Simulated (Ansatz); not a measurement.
# Stretching the linear Tc chain, part 2 of 2

Wanted: energy, moment and open channels of the linear Tc chain from 12 % compression to 30 % stretch.

Ansatz 0.2.0; DFT LDA, plane waves, PAW; relaxation of a chain's period (the session's first sound run).

So far, conductance of the lead as this run defines it (G₀): step 3 (At a set period, period over the relaxed period 0.88 …) 6.00.

**4. The chain at a fixed length, period over the relaxed period 0.92, k-mesh 1×1×41**

Level of this step: DFT LDA, plane waves, PAW; channels and complex bands of a perfect chain (Ansatz).

The period is set to 0.92 times the relaxed one: shorter bonds widen the bands.

The cell differs from the one that the last finished run ended in (c 1.876 → 1.961 Å).

File input.yaml:

```yaml
crystal:
  lattice:
    - [7.5, 0.0, 0.0]
    - [0.0, 7.5, 0.0]
    - [0.0, 0.0, 1.9612182737]
  atoms:
    - { symbol: Tc, position: [0.5, 0.5, 0.0], spin: 2.0 }
magnetization:
  spin_polarized: true
kpoints:
  mp_grid: { grid: [1, 1, 41] }
scf:
  occupations: { method: fermi_dirac, width: 0.05 }
hamiltonian:
  xc: lda
output:
  transmission:
    e_range: [-2, 2]
    de: 0.035
    kmesh: [1, 1]
    reduced_basis: true
    leads: [[0, 0]]
  stress: true
```

Command:

```bash
$ ansatz run input.yaml --threads 4 --pin off --max-ram 8192MiB --backend cpu --events-out ev --progress --plain --runs-dir out
```

Numbers of over 12 decimals in the logs are rounded to 6 here.

The log of the run:

```text
[...]
Crystal: 1 atoms, lattice volume = 110.319 Å³
Basis set: ecut = 500 eV, 2847 PW (Γ)
Bands: 13, of which v1, the nominal top of the filled ones, is band 8 counted from 1 (7 counted from 0)
Symmetry: 16 space group operations
[...]
k-points: 21 of 41
[...]
Starting moments: Σ|m| = 2 μB on 1 of 1 site
[...]
--- Transmission ---
  basis      : 593 plane waves across, 3 finite elements along
  points     : 1, standing for a mesh of 1 x 1
[...]
crystal 0  : Tc1, at the sites [0, 0], period 1.9612 Å: whole cells are its period
[...]
filled         : 24.2 meV over the level at which it is neutral
    channels       : 6.000000e0 up, 6.000000e0 down
[...]
[key lines of the parts left out:]
SCF converged after 9 iterations
Magnetization: 0.0000 μB (7.5000 up, 7.5000 down)
Free energy (F): -5275.883725 eV
Fermi energy:    -1.311597 eV
P = ⅓ Tr σ = 6.2143 GPa (62.143 kbar)
```

Run time: 28 s. Hardware: 4 threads of Arm Neoverse V1, shared host; peak memory 0.48 GiB.

At the computed energy nearest the Fermi level there are 6 spin-up and 6 spin-down channels, and the thermal average gives 6.00 G₀.

**5. At a set period, period over the relaxed period 0.96, k-mesh 1×1×40**

The period is set to 0.96 times the relaxed one: shorter bonds widen the bands.

The cell differs from the one that the last finished run ended in (c 1.961 → 2.046 Å).

input.yaml, as its differences from that of step 4:

```diff
@@ -4,3 +4,3 @@
     - [0.0, 7.5, 0.0]
-    - [0.0, 0.0, 1.9612182737]
+    - [0.0, 0.0, 2.0464886334]
   atoms:
@@ -10,3 +10,3 @@
 kpoints:
-  mp_grid: { grid: [1, 1, 41] }
+  mp_grid: { grid: [1, 1, 40] }
 scf:
```

The log of the run:

```text
[...]
Crystal: 1 atoms, lattice volume = 115.115 Å³
Basis set: ecut = 500 eV, 2967 PW (Γ)
Bands: 13, of which v1, the nominal top of the filled ones, is band 8 counted from 1 (7 counted from 0)
Symmetry: 16 space group operations
[...]
k-points: 21 of 40
[...]
Starting moments: Σ|m| = 2 μB on 1 of 1 site
[...]
--- Transmission ---
  basis      : 593 plane waves across, 3 finite elements along
  points     : 1, standing for a mesh of 1 x 1
[...]
crystal 0  : Tc1, at the sites [0, 0], period 2.0465 Å: whole cells are its period
[...]
filled         : 34.2 meV over the level at which it is neutral
    channels       : 6.000000e0 up, 6.000000e0 down
[...]
[key lines of the parts left out:]
SCF converged after 10 iterations
Magnetization: 0.0000 μB (7.5000 up, 7.5000 down)
Free energy (F): -5276.264653 eV
Fermi energy:    -1.528260 eV
P = ⅓ Tr σ = 2.2747 GPa (22.747 kbar)
```

Elapsed: 26 s, on 4 threads; peak memory 0.48 GiB.

At the computed energy nearest the Fermi level there are 6 spin-up and 6 spin-down channels, and the thermal average gives 6.00 G₀.

**6. The chain at a fixed length, period over the relaxed period 1, k-mesh 1×1×38**

The period is set to 1.0 times the relaxed one, as the point of reference.

input.yaml, as its differences from that of step 5:

```diff
@@ -4,3 +4,3 @@
     - [0.0, 7.5, 0.0]
-    - [0.0, 0.0, 2.0464886334]
+    - [0.0, 0.0, 2.1317589931]
   atoms:
@@ -10,3 +10,3 @@
 kpoints:
-  mp_grid: { grid: [1, 1, 40] }
+  mp_grid: { grid: [1, 1, 38] }
 scf:
```

The log of the run:

```text
[...]
Crystal: 1 atoms, lattice volume = 119.911 Å³
Basis set: ecut = 500 eV, 3055 PW (Γ)
Bands: 13, of which v1, the nominal top of the filled ones, is band 8 counted from 1 (7 counted from 0)
Symmetry: 16 space group operations
[...]
k-points: 20 of 38
[...]
Starting moments: Σ|m| = 2 μB on 1 of 1 site
[...]
--- Transmission ---
  basis      : 593 plane waves across, 3 finite elements along
  points     : 1, standing for a mesh of 1 x 1
[...]
crystal 0  : Tc1, at the sites [0, 0], period 2.1318 Å: whole cells are its period
[...]
filled         : 2.0 meV under the level at which it is neutral
    channels       : 6.000000e0 up, 6.000000e0 down
[...]
[key lines of the parts left out:]
SCF converged after 10 iterations
Magnetization: -0.0000 μB (7.5000 up, 7.5000 down)
Free energy (F): -5276.366885 eV
Fermi energy:    -1.754189 eV
P = ⅓ Tr σ = -0.2579 GPa (-2.579 kbar)
```

Run time: 23 s. Hardware: 4 threads; peak memory 0.47 GiB; 79 s of CPU time.

Open channels of the lead against energy, zero at the Fermi level:

```tsv
energy (eV)	spin up	spin down
-2.000	3	3
-1.895	3	3
-1.790	3	3
-1.685	3	3
-1.615	3	3
-1.510	4	4
-1.405	6	6
-1.300	6	6
-1.195	6	6
-1.090	6	6
-0.985	6	6
-0.915	6	6
-0.810	6	6
-0.705	6	6
-0.600	6	6
-0.495	6	6
-0.390	6	6
-0.285	6	6
-0.215	6	6
-0.110	6	6
-0.005	6	6
0.100	6	6
0.205	6	6
0.310	6	6
0.415	6	6
0.485	6	6
0.590	6	6
0.695	6	6
0.800	6	6
0.905	4	4
1.010	4	4
1.115	4	4
1.185	4	4
1.290	4	4
1.395	4	4
1.500	4	4
1.605	4	4
1.710	4	4
1.815	4	4
1.885	4	4
```

At the computed energy nearest the Fermi level there are 6 spin-up and 6 spin-down channels, and the thermal average gives 6.00 G₀.

**7. At a set period, period over the relaxed period 1.04, k-mesh 1×1×37**

The period is set to 1.04 times the relaxed one: longer bonds narrow the bands.

The cell differs from the one that the last finished run ended in (c 2.132 → 2.217 Å).

input.yaml, as its differences from that of step 6:

```diff
@@ -4,3 +4,3 @@
     - [0.0, 7.5, 0.0]
-    - [0.0, 0.0, 2.1317589931]
+    - [0.0, 0.0, 2.2170293529]
   atoms:
@@ -10,3 +10,3 @@
 kpoints:
-  mp_grid: { grid: [1, 1, 38] }
+  mp_grid: { grid: [1, 1, 37] }
 scf:
```

The log of the run:

```text
[...]
Crystal: 1 atoms, lattice volume = 124.708 Å³
Basis set: ecut = 500 eV, 3113 PW (Γ)
Bands: 13, of which v1, the nominal top of the filled ones, is band 8 counted from 1 (7 counted from 0)
Symmetry: 16 space group operations
[...]
k-points: 19 of 37
[...]
Starting moments: Σ|m| = 2 μB on 1 of 1 site
[...]
--- Transmission ---
  basis      : 593 plane waves across, 3 finite elements along
  points     : 1, standing for a mesh of 1 x 1
[...]
crystal 0  : Tc1, at the sites [0, 0], period 2.2170 Å: whole cells are its period
[...]
filled         : 20.4 meV under the level at which it is neutral
    channels       : 6.000000e0 up, 6.000000e0 down
[...]
[key lines of the parts left out:]
SCF converged after 11 iterations
Magnetization: 0.0000 μB (7.5000 up, 7.5000 down)
Free energy (F): -5276.283202 eV
Fermi energy:    -1.953458 eV
P = ⅓ Tr σ = -1.9237 GPa (-19.237 kbar)
```

The job ended after 16 s (4 threads; peak memory 0.4 GiB).

At the computed energy nearest the Fermi level there are 6 spin-up and 6 spin-down channels, and the thermal average gives 6.00 G₀. The change of length costs 0.084 eV a cell and leaves no moment.

**8. At a set period, period over the relaxed period 1.08, k-mesh 1×1×35**

The period is set to 1.08 times the relaxed one: longer bonds narrow the bands.

The cell differs from the one that the last finished run ended in (c 2.217 → 2.302 Å).

input.yaml, as its differences from that of step 7:

```diff
@@ -4,3 +4,3 @@
     - [0.0, 7.5, 0.0]
-    - [0.0, 0.0, 2.2170293529]
+    - [0.0, 0.0, 2.3022997126]
   atoms:
@@ -10,3 +10,3 @@
 kpoints:
-  mp_grid: { grid: [1, 1, 37] }
+  mp_grid: { grid: [1, 1, 35] }
 scf:
```

The log of the run:

```text
[...]
Crystal: 1 atoms, lattice volume = 129.504 Å³
Basis set: ecut = 500 eV, 3281 PW (Γ)
Bands: 13, of which v1, the nominal top of the filled ones, is band 8 counted from 1 (7 counted from 0)
Symmetry: 16 space group operations
[...]
k-points: 18 of 35
[...]
Starting moments: Σ|m| = 2 μB on 1 of 1 site
[...]
--- Transmission ---
  basis      : 593 plane waves across, 4 finite elements along
  points     : 1, standing for a mesh of 1 x 1
[...]
crystal 0  : Tc1, at the sites [0, 0], period 2.3023 Å: whole cells are its period
[...]
filled         : 24.9 meV over the level at which it is neutral
    channels       : 6.000000e0 up, 6.000000e0 down
[...]
[key lines of the parts left out:]
SCF converged after 11 iterations
Magnetization: -0.0000 μB (7.5000 up, 7.5000 down)
Free energy (F): -5276.074254 eV
Fermi energy:    -2.046062 eV
P = ⅓ Tr σ = -2.9736 GPa (-29.736 kbar)
```

Wall time 21 s (4 threads); peak memory 0.45 GiB.

At the computed energy nearest the Fermi level there are 6 spin-up and 6 spin-down channels, and the thermal average gives 6.00 G₀. The change of length costs 0.296 eV a cell and leaves no moment.

**9. The chain at a fixed length, period over the relaxed period 1.13, k-mesh 1×1×34**

The period is set to 1.13 times the relaxed one: longer bonds narrow the bands.

The cell differs from the one that the last finished run ended in (c 2.302 → 2.409 Å).

input.yaml, as its differences from that of step 8:

```diff
@@ -4,3 +4,3 @@
     - [0.0, 7.5, 0.0]
-    - [0.0, 0.0, 2.3022997126]
+    - [0.0, 0.0, 2.4088876623]
   atoms:
@@ -10,3 +10,3 @@
 kpoints:
-  mp_grid: { grid: [1, 1, 35] }
+  mp_grid: { grid: [1, 1, 34] }
 scf:
```

The log of the run:

```text
[...]
Crystal: 1 atoms, lattice volume = 135.500 Å³
Basis set: ecut = 500 eV, 3449 PW (Γ)
Bands: 13, of which v1, the nominal top of the filled ones, is band 8 counted from 1 (7 counted from 0)
Symmetry: 16 space group operations
[...]
k-points: 18 of 34
[...]
Starting moments: Σ|m| = 2 μB on 1 of 1 site
[...]
--- Transmission ---
  basis      : 593 plane waves across, 4 finite elements along
  points     : 1, standing for a mesh of 1 x 1
[...]
crystal 0  : Tc1, at the sites [0, 0], period 2.4089 Å: whole cells are its period
[...]
filled         : 25.2 meV over the level at which it is neutral
    channels       : 4.000000e0 up, 6.000000e0 down
[...]
[key lines of the parts left out:]
SCF converged after 8 iterations
Magnetization: 2.0328 μB (8.5164 up, 6.4836 down)
Free energy (F): -5275.731060 eV
Fermi energy:    -2.018602 eV
P = ⅓ Tr σ = -2.5330 GPa (-25.330 kbar)
```

Elapsed: 24 s, on 4 threads; peak memory 0.54 GiB; 88 s of CPU time.

The open channels of the lead by energy, zero at the Fermi level:

```tsv
energy (eV)	spin up	spin down
-2.000	3	3
-1.790	3	3
-1.615	3	3
-1.405	6	3
-1.195	6	3
-0.985	6	3
-0.810	6	3
-0.600	6	4
-0.390	6	4
-0.215	4	4
-0.005	4	6
0.205	4	6
0.415	4	6
0.590	4	6
0.800	4	6
1.010	4	6
1.185	3	6
1.395	3	4
1.605	3	4
1.815	3	4
```

At the computed energy nearest the Fermi level there are 4 spin-up and 6 spin-down channels, and the thermal average gives 5.00 G₀. The change of length costs 0.641 eV a cell and leaves an absolute moment of 2.03 μB a cell.

For the conductance of the lead as this run defines it, step 3 gave 6.00 G₀; this run, with period over the relaxed period 1.13 and k-mesh 1×1×34, gives 5.00 G₀ (-17 %).

**10. At a set period, period over the relaxed period 1.2, k-mesh 1×1×32**

The period is set to 1.2 times the relaxed one: longer bonds narrow the bands.

The cell differs from the one that the last finished run ended in (c 2.409 → 2.558 Å).

input.yaml, as its differences from that of step 9:

```diff
@@ -4,3 +4,3 @@
     - [0.0, 7.5, 0.0]
-    - [0.0, 0.0, 2.4088876623]
+    - [0.0, 0.0, 2.5581107918]
   atoms:
@@ -10,3 +10,3 @@
 kpoints:
-  mp_grid: { grid: [1, 1, 34] }
+  mp_grid: { grid: [1, 1, 32] }
 scf:
```

The log of the run:

```text
[...]
Crystal: 1 atoms, lattice volume = 143.894 Å³
Basis set: ecut = 500 eV, 3673 PW (Γ)
Bands: 13, of which v1, the nominal top of the filled ones, is band 8 counted from 1 (7 counted from 0)
Symmetry: 16 space group operations
[...]
k-points: 17 of 32
[...]
Starting moments: Σ|m| = 2 μB on 1 of 1 site
[...]
--- Transmission ---
  basis      : 593 plane waves across, 4 finite elements along
  points     : 1, standing for a mesh of 1 x 1
[...]
crystal 0  : Tc1, at the sites [0, 0], period 2.5581 Å: whole cells are its period
[...]
filled         : 3.1 meV under the level at which it is neutral
    channels       : 4.000000e0 up, 5.000000e0 down
[...]
[key lines of the parts left out:]
SCF converged after 10 iterations
Magnetization: 2.5379 μB (8.7690 up, 6.2310 down)
Free energy (F): -5275.331635 eV
Fermi energy:    -2.050388 eV
P = ⅓ Tr σ = -2.8315 GPa (-28.315 kbar)
```

Wall time 24 s (4 threads); peak memory 0.48 GiB.

At the computed energy nearest the Fermi level there are 4 spin-up and 5 spin-down channels, and the thermal average gives 4.66 G₀. The change of length costs 1.043 eV a cell and leaves an absolute moment of 2.54 μB a cell.

Between step 3 and this run (period over the relaxed period 1.2 and k-mesh 1×1×32) the value for the conductance of the lead as this run defines it moves from 6.00 G₀ to 4.66 G₀ (-22 %).

**11. At a set period, period over the relaxed period 1.3, k-mesh 1×1×29**

The period is set to 1.3 times the relaxed one: longer bonds narrow the bands.

The cell differs from the one that the last finished run ended in (c 2.558 → 2.771 Å).

input.yaml, as its differences from that of step 10:

```diff
@@ -4,3 +4,3 @@
     - [0.0, 7.5, 0.0]
-    - [0.0, 0.0, 2.5581107918]
+    - [0.0, 0.0, 2.7712866911]
   atoms:
@@ -10,3 +10,3 @@
 kpoints:
-  mp_grid: { grid: [1, 1, 32] }
+  mp_grid: { grid: [1, 1, 29] }
 scf:
```

The log of the run:

```text
[...]
Crystal: 1 atoms, lattice volume = 155.885 Å³
Basis set: ecut = 500 eV, 3923 PW (Γ)
Bands: 13, of which v1, the nominal top of the filled ones, is band 8 counted from 1 (7 counted from 0)
Symmetry: 16 space group operations
[...]
k-points: 15 of 29
[...]
Starting moments: Σ|m| = 2 μB on 1 of 1 site
[...]
--- Transmission ---
  basis      : 593 plane waves across, 4 finite elements along
  points     : 1, standing for a mesh of 1 x 1
[...]
crystal 0  : Tc1, at the sites [0, 0], period 2.7713 Å: whole cells are its period
[...]
filled         : 3.2 meV under the level at which it is neutral
    channels       : 3.000000e0 up, 4.000000e0 down
[...]
[key lines of the parts left out:]
SCF converged after 10 iterations
Magnetization: 3.7425 μB (9.3713 up, 5.6287 down)
Free energy (F): -5274.817039 eV
Fermi energy:    -1.949608 eV
P = ⅓ Tr σ = -2.0484 GPa (-20.484 kbar)
```

Wall time 18 s (4 threads); peak memory 0.44 GiB.

Open channels of the lead against energy, zero at the Fermi level:

```tsv
energy (eV)	spin up	spin down
-2.00	3	1
-1.90	5	1
-1.79	5	1
-1.69	6	1
-1.58	6	1
-1.48	6	1
-1.37	4	1
-1.23	4	1
-1.12	4	1
-1.02	4	1
-0.92	4	3
-0.81	4	3
-0.70	4	3
-0.60	4	3
-0.49	4	3
-0.39	4	3
-0.28	3	3
-0.18	3	3
-0.07	3	4
-0.01	3	4
0.07	3	4
0.17	3	4
0.28	1	4
0.38	1	6
0.48	1	6
0.59	1	6
0.69	1	6
0.80	1	6
0.91	1	6
1.01	1	6
1.11	1	4
1.22	1	4
1.36	1	4
1.47	1	4
1.57	1	4
1.68	1	4
1.78	1	4
1.89	1	3
1.99	3	3
```

At the computed energy nearest the Fermi level there are 3 spin-up and 4 spin-down channels, and the thermal average gives 3.49 G₀. The change of length costs 1.551 eV a cell and leaves an absolute moment of 3.74 μB a cell.

**12. The series together**

Times are for 4 threads of Arm Neoverse V1, shared host. The runs compared:

```tsv
no.	period over the relaxed period	conductance of the lead as this run defines it (G₀)	absolute moment (μB)	energy at zero smearing less the lowest (eV)	time	memory (GiB)
1	0.88	6.000	0	1.291	28 s	0.49
2	0.92	6.000	0	0.4807	28 s	0.48
3	0.96	6.000	0	0.1018	26 s	0.48
4	1	6.000	0	0	23 s	0.47
5	1.04	6.000	0	0.08437	16 s	0.4
6	1.08	6.000	0	0.2956	21 s	0.45
7	1.13	4.996	2.034	0.6411	24 s	0.54
8	1.2	4.663	2.538	1.043	24 s	0.48
9	1.3	3.493	3.743	1.551	18 s	0.44
```

**13. A varied input**

This step: DFT b3, plane waves, PAW; channels and complex bands of a perfect chain; changed: hamiltonian.xc = "b3-lyp", scf.max_iter = 80 (Ansatz 0.2.0).

The input of the run at the relaxed period is made doubtful on purpose.

input.yaml, the sections that differ from step 11:

```yaml
crystal:
  lattice:
    - [7.5, 0.0, 0.0]
    - [0.0, 7.5, 0.0]
    - [0.0, 0.0, 2.1317589931]
  atoms:
    - { symbol: Tc, position: [0.5, 0.5, 0.0], spin: 2.0 }
kpoints:
  mp_grid: { grid: [1, 1, 38] }
scf:
  occupations: { method: fermi_dirac, width: 0.05 }
  max_iter: 80
hamiltonian:
  xc: b3-lyp
# magnetization, output: as in step 11
```

The log of the run:

```text
Error: YAML parse error: error: line 16 column 7: hamiltonian.xc: unknown variant `b3-lyp`, expected one of `lda`, `lda-pw`, `pw92`, `pbe`, `pbesol`, `rpbe`, `revpbe`, `blyp`, `pbe0`, `revpbe0`, `b3lyp`, `b3lyp5`, `hse06`, `wpbeh`, `hiss`, `lc_wpbe`, `cam_b3lyp`, `hf`, `r2scan`, `r2scanh`, `r2scan0`, `r2scan50`, `mr2scan`
  --> <input>:16:7
   |
14 |   max_iter: 80
15 | hamiltonian:
16 |   xc: b3-lyp
   |       ^ hamiltonian.xc: unknown variant `b3-lyp`, expected one of `lda`, `lda-pw`, `pw92`, `pbe`, `pbesol`, `rpbe`, `revpbe`, `blyp`, `pbe0`, `revpbe0`, `b3lyp`, `b3lyp5`, `hse06`, `wpbeh`, `hiss`, `lc_wpbe`, `cam_b3lyp`, `hf`, `r2scan`, `r2scanh`, `r2scan0`, `r2scan50`, `mr2scan`
17 | output:
18 |   transmission:
   |
```

Elapsed: 0.01 s, on 4 threads; peak memory 0.06 GiB.

The program refused the input before any cycle.

The program's message: “Error: YAML parse error: error: line 16 column 7: hamiltonian.xc: unknown variant `b3-lyp`, expected one of `lda`, `lda-pw`, `pw92`, `pbe`, `pbesol`, `rpbe`, `revpbe`, `blyp`, `pbe0`, `revpbe0`, `b3ly …”

The change that led to it: hamiltonian.xc = "b3-lyp".

**14. What came out**

| Quantity | Value |
| --- | --- |
| relaxed cell length | 2.132 Å |
| conductance at period × 0.88 | 6.00 G₀ |
| conductance at period × 1.0 | 6.00 G₀ |
| conductance at period × 1.13 | 5.00 G₀ |
| conductance at period × 1.3 | 3.49 G₀ |
| absolute moment at period × 0.88 | 0 μB |
| absolute moment at period × 1.0 | 0 μB |
| absolute moment at period × 1.3 | 3.74 μB |

In these runs no moment survives at the shortest period, and one is present from a factor of 1.13 on: longer bonds narrow the bands, which favours exchange splitting. The conductance goes from 6.00 G₀ at the shortest period to 3.49 G₀ at the longest, while the magnetic state changes too. Transport is coherent and elastic here: the atoms are frozen, so scattering by vibrations plays no part. No search over magnetic orders was made; another may lie lower. For the perfect chain only parallel moments were started; its antiparallel and spiral orders were not tested. Conductances of a perfect chain off the multiples of half a G0 come from band edges within the thermal window; the square box also splits pairs of bands that an isolated chain keeps degenerate, which moves such edges. The lead's cell of one atom keeps the chain straight and evenly spaced; a zigzag or dimerised form may lie lower.

[Logs are printed without paths, hosts, clocks, repeated set-up lines and the standing remarks that a program may print on its own settings, such as how far it seeks lower states.]

[Hosts, paths, dates, database ids (printed as entryN), source tags and the programs' standing remarks are cut or masked in the printed files.]
